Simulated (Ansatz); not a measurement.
## How many bands does the GW gap of La2O3 (P-3m1) need?

How do accuracy and time trade against each other in G0W0 on La2O3 (P-3m1)?

Main program and level: Ansatz 0.2.0; G0W0 on PBE, plane waves, PAW.

This is a report of a sequence of runs, with most program output left out.

## 1. Set-up

Symmetry: P-3m1, No. 164, trigonal system. Conventional cell: a = 3.931 Å, b = 3.931 Å, c = 6.112 Å, α = 90.00°, β = 90.00°, γ = 120.00°. La has 7 O at 2.36 to 2.72 Å nearest. Nearest to O lie 4 La at 2.36 to 2.44 Å. Nearest to O lie 6 La at 2.72 Å. Farther neighbours and most contacts between anions are not listed.

The cell and positions are those that the Materials Project relaxed with its own functionals (PBE, PBE+U or r2SCAN), kept fixed. Spin-orbit coupling is left out unless a step names it. The default PAW set here is soft_2. Its files were made with PBE.

## 2. 86 empty bands, screening to 60 eV

Now the one-shot GW correction: screening in the RPA, then the self-energy of the levels asked for.

The input, input.yaml:

```yaml
crystal:
  lattice:
    - [3.930777878, 0.0, 0.0]
    - [-1.965388939, 3.404153499, 0.0]
    - [0.0, 0.0, 6.11195352]
  atoms:
    - { symbol: La, position: [0.66666667, 0.33333333, 0.75376432] }
    - { symbol: La, position: [0.33333333, 0.66666667, 0.24623568] }
    - { symbol: O, position: [0.66666667, 0.33333333, 0.35410935] }
    - { symbol: O, position: [0.33333333, 0.66666667, 0.64589065] }
    - { symbol: O, position: [0.0, 0.0, 0.0] }
kpoints:
  mp_grid: { grid: [6, 6, 4] }
hamiltonian:
  xc: pbe
scf:
  occupations: { method: fixed }
gw:
  n_empty_bands: 86
  ecut_chi: 60
  qp_bands: [v2, c2]
  qp_kpoints: band_edges
  screening: { model: contour_deformation }
```

Started as:

```console
$ ansatz run input.yaml --threads 3 --pin off --max-ram 64512MiB --backend cuda --events-out ev --progress --plain --runs-dir out --devices 1 --max-vram 24GiB  # rebuilt from the run's record
```

It took 19 s on 1 × NVIDIA H100 80GB HBM3 (shared by 3 runs) with 3 threads of AMD EPYC 7R13 (Zen 3), shared host; peak memory 1.2 GiB.

Numbers from this step:

* bands summed: 106
* RPA ε∞ on this mesh (eigenvalues): 4.546, 4.636, 4.636
* plane waves in the screening matrix: 97
* q-points in the mesh: 144
* G0W0 gap on the mesh: 5.389 eV
* k of the valence top: 0, -0.5, -0.5
* k of the conduction bottom: 0.3333, 0.3333, 0
* starting gap on the mesh: 3.841 eV
* Z at the valence top: 0.7509
* Z at the conduction bottom: 0.8107
* least direct G0W0 gap on the computed points: 5.478 eV

The gap on the mesh goes from 3.84 eV to 5.39 eV, a correction of +1.55 eV. Between the two edge states, bare exchange in place of the xc potential would open the gap by 10.42 eV, and correlation takes back 8.88 eV.

## 3. 244 empty bands, screening to 120 eV

Bands and screening cutoff are moved together, since each hides the error of the other.

Edit input.yaml of step 2 so:

```diff
@@ -18,4 +18,4 @@
 gw:
-  n_empty_bands: 86
-  ecut_chi: 60
+  n_empty_bands: 244
+  ecut_chi: 120
   qp_bands: [v2, c2]
```

Run time: 31 s. Hardware: 1 × NVIDIA H100 80GB HBM3 (shared by 3 runs) with 3 threads; peak memory 1.5 GiB.

This step gave:

```
bands summed                                 : 264
RPA ε∞ on this mesh (eigenvalues)            : 4.511, 4.608, 4.608
plane waves in the screening matrix          : 251
q-points in the mesh                         : 144
G0W0 gap on the mesh                         : 5.373 eV
k of the valence top                         : 0, -0.5, -0.5
k of the conduction bottom                   : 0.3333, 0.3333, 0
starting gap on the mesh                     : 3.841 eV
Z at the valence top                         : 0.7431
Z at the conduction bottom                   : 0.8072
least direct G0W0 gap on the computed points : 5.485 eV
```

Against the run with 6×6×4 mesh, 86 empty bands, screening to 60 eV, the gap moves by −0.016 eV.

## 4. 525 empty bands, screening to 200 eV

Edit input.yaml of step 3 so:

```diff
@@ -18,4 +18,4 @@
 gw:
-  n_empty_bands: 244
-  ecut_chi: 120
+  n_empty_bands: 525
+  ecut_chi: 200.0
   qp_bands: [v2, c2]
```

The job ended after 44 s (1 × NVIDIA H100 80GB HBM3 (shared by 3 runs) with 3 threads; peak memory 2.4 GiB; 80 s of CPU time).

This step gave:

| Item | Value |
| --- | --- |
| bands summed | 545 |
| RPA ε∞ on this mesh (eigenvalues) | 4.503, 4.599, 4.599 |
| plane waves in the screening matrix | 537 |
| G0W0 gap on the mesh | 5.479 eV |
| k of the valence top | 0, -0.5, -0.5 |
| k of the conduction bottom | 0.3333, 0.3333, 0 |
| starting gap on the mesh | 3.841 eV |
| least direct G0W0 gap on the computed points | 5.605 eV |

Against the run with 6×6×4 mesh, 244 empty bands, screening to 120 eV, the gap moves by +0.11 eV.

## 5. Changing the k mesh: 6×6×2 mesh, 244 empty bands, screening to 120 eV

A second mesh at equal bands and cutoff isolates the sampling error. Bands and cutoff differ from the step before, so it is read against an earlier run that matches them.

Edit input.yaml of step 4 so:

```diff
@@ -12,3 +12,3 @@
 kpoints:
-  mp_grid: { grid: [6, 6, 4] }
+  mp_grid: { grid: [6, 6, 2] }
 hamiltonian:
@@ -18,4 +18,4 @@
 gw:
-  n_empty_bands: 525
-  ecut_chi: 200.0
+  n_empty_bands: 244
+  ecut_chi: 120
   qp_bands: [v2, c2]
```

It took 13 s on 1 × NVIDIA H100 80GB HBM3 (shared by 3 runs) with 3 threads; peak memory 1.3 GiB; 17 s of CPU time.

Numbers from this step:

- bands summed: 264
- RPA ε∞ on this mesh (eigenvalues): 4.536, 4.612, 4.612
- plane waves in the screening matrix: 251
- G0W0 gap on the mesh: 5.371 eV
- k of the valence top: 0, -0.5, -0.5
- k of the conduction bottom: 0.3333, 0.3333, 0
- starting gap on the mesh: 3.843 eV
- least direct G0W0 gap on the computed points: 5.478 eV

Against the run with 6×6×4 mesh, 244 empty bands, screening to 120 eV, the gap moves by −0.002 eV.

## 6. Changing the frequency model: 6×6×4 mesh, 244 empty bands, screening to 120 eV, plasmon pole

A plasmon pole stands in for the full frequency dependence of the screening; this run shows what that costs in accuracy.

Edit input.yaml of step 5 so:

```diff
@@ -12,3 +12,3 @@
 kpoints:
-  mp_grid: { grid: [6, 6, 2] }
+  mp_grid: { grid: [6, 6, 4] }
 hamiltonian:
@@ -22,2 +22,2 @@
   qp_kpoints: band_edges
-  screening: { model: contour_deformation }
+  screening: { model: godby_needs }
```

It took 63 s on 1 × NVIDIA H100 80GB HBM3 (shared by 3 runs) with 3 threads; peak memory 2.1 GiB.

Numbers from this step:

```
bands summed                                 : 264
plasmon-pole fit frequency                   : 25.97 eV
RPA ε∞ on this mesh (eigenvalues)            : 4.511, 4.608, 4.608
plane waves in the screening matrix          : 251
G0W0 gap on the mesh                         : 5.341 eV
k of the valence top                         : 0, -0.5, -0.5
k of the conduction bottom                   : 0.3333, 0.3333, 0
starting gap on the mesh                     : 3.841 eV
least direct G0W0 gap on the computed points : 5.445 eV
```

Against the run with 6×6×4 mesh, 244 empty bands, screening to 120 eV, the gap moves by −0.03 eV.

## 7. Changing the files: 6×6×4 mesh, 244 empty bands, screening to 120 eV, hard PAW files

Other atomic data (hard PAW) test the pseudisation: the cutoff goes from 420 to 930 eV, with the same valence electrons.

Edit input.yaml of step 6 so:

```diff
@@ -15,2 +15,3 @@
   xc: pbe
+  pseudopotentials: { kind: paw, source: ansatz }
 scf:
@@ -22,2 +23,2 @@
   qp_kpoints: band_edges
-  screening: { model: godby_needs }
+  screening: { model: contour_deformation }
```

Elapsed: 62 s, on 1 × NVIDIA H100 80GB HBM3 (shared by 3 runs) with 3 threads; peak memory 1.9 GiB; 81 s of CPU time.

This step gave:

| Property | Result |
| --- | --- |
| bands summed | 264 |
| RPA ε∞ on this mesh (eigenvalues) | 4.509, 4.605, 4.605 |
| plane waves in the screening matrix | 251 |
| G0W0 gap on the mesh | 5.350 eV |
| k of the valence top | 0, -0.5, -0.5 |
| k of the conduction bottom | 0.3333, 0.3333, 0 |
| starting gap on the mesh | 3.843 eV |
| least direct G0W0 gap on the computed points | 5.463 eV |

Against the run with 6×6×4 mesh, 244 empty bands, screening to 120 eV, the gap moves by −0.02 eV.

## 8. Side by side

Times are wall times on 1 × NVIDIA H100 80GB HBM3 (shared by 3 runs) with 3 threads of AMD EPYC 7R13 (Zen 3), shared host, good to a factor of about two.

```tsv
mesh	files	frequency	bands summed	cutoff (eV)	start (eV)	G0W0 (eV)	time	host memory (GiB)
6×6×4	default PAW	contour deformation	106	60	3.841	5.389	19 s	1.2
6×6×4	default PAW	contour deformation	264	120	3.841	5.373	31 s	1.5
6×6×4	default PAW	contour deformation	545	200	3.841	5.479	44 s	2.4
6×6×2	default PAW	contour deformation	264	120	3.843	5.371	13 s	1.3
6×6×4	default PAW	plasmon pole	264	120	3.841	5.341	63 s	2.1
6×6×4	hard PAW	contour deformation	264	120	3.843	5.350	62 s	1.9
```

How the two edges are built up, in eV (the quasiparticle level is the starting level plus Σx plus Σc less Vxc):

```tsv
run	edge	start	Σx	Σc	Vxc	Z	QP
106 bands	valence top	9.71	-25.14	4.64	-20.35	0.75	9.56
106 bands	conduction bottom	13.57	-9.21	-4.24	-14.84	0.81	14.95
264 bands	valence top	9.71	-25.14	4.32	-20.35	0.74	9.24
264 bands	conduction bottom	13.57	-9.21	-4.58	-14.84	0.81	14.62
545 bands	valence top	9.71	-25.14	4.08	-20.35	0.74	9.01
545 bands	conduction bottom	13.57	-9.21	-4.71	-14.84	0.81	14.49
```

## 9. Outcome

```
106 bands, 60 eV  : 5.389 eV
264 bands, 120 eV : 5.373 eV
545 bands, 200 eV : 5.479 eV
mesh and start    : 6×6×4, PBE
```

In words: From 106 to 545 bands the gap moves by +0.09 eV while the time grows 2.3-fold. Σc changes by −0.55 eV at the valence top and −0.46 eV at the conduction bottom, so the levels themselves move more than the gap between them. The gap turns back along the series, so no limit is drawn from it. On the 6×6×2 mesh in place of 6×6×4 the gap differs by −0.002 eV, of which +0.002 eV is already in the start. The plasmon-pole model gives −0.03 eV against contour deformation, 2 % of the correction, and saved no time in this program. Hard PAW files move the gap by −0.02 eV at equal bands and cutoff, +0.002 eV of it in the start. Empty 4f levels lie among the conduction bands. Their place in the start is unsure; it enters the screening, and the edge itself where they lie low. The many-body steps are scalar-relativistic: spin-orbit coupling is not in them.

[Paths, hosts, dates, memory and timing lines, banners, echoed tables and standing remarks are left out of the program output.]

[Logs are printed without paths, hosts, clocks, repeated set-up lines and the standing remarks that a program may print on its own settings, such as how far it seeks lower states.]

[Runs of the session that timed out or met a known fault of the program may be left out.]

[Cells called generated may have been cut or substituted from an entry of the Crystallography Open Database or the Materials Project.]

[Hosts, paths, dates, database ids (printed as entryN), source tags and the programs' standing remarks are cut or masked in the printed files.]
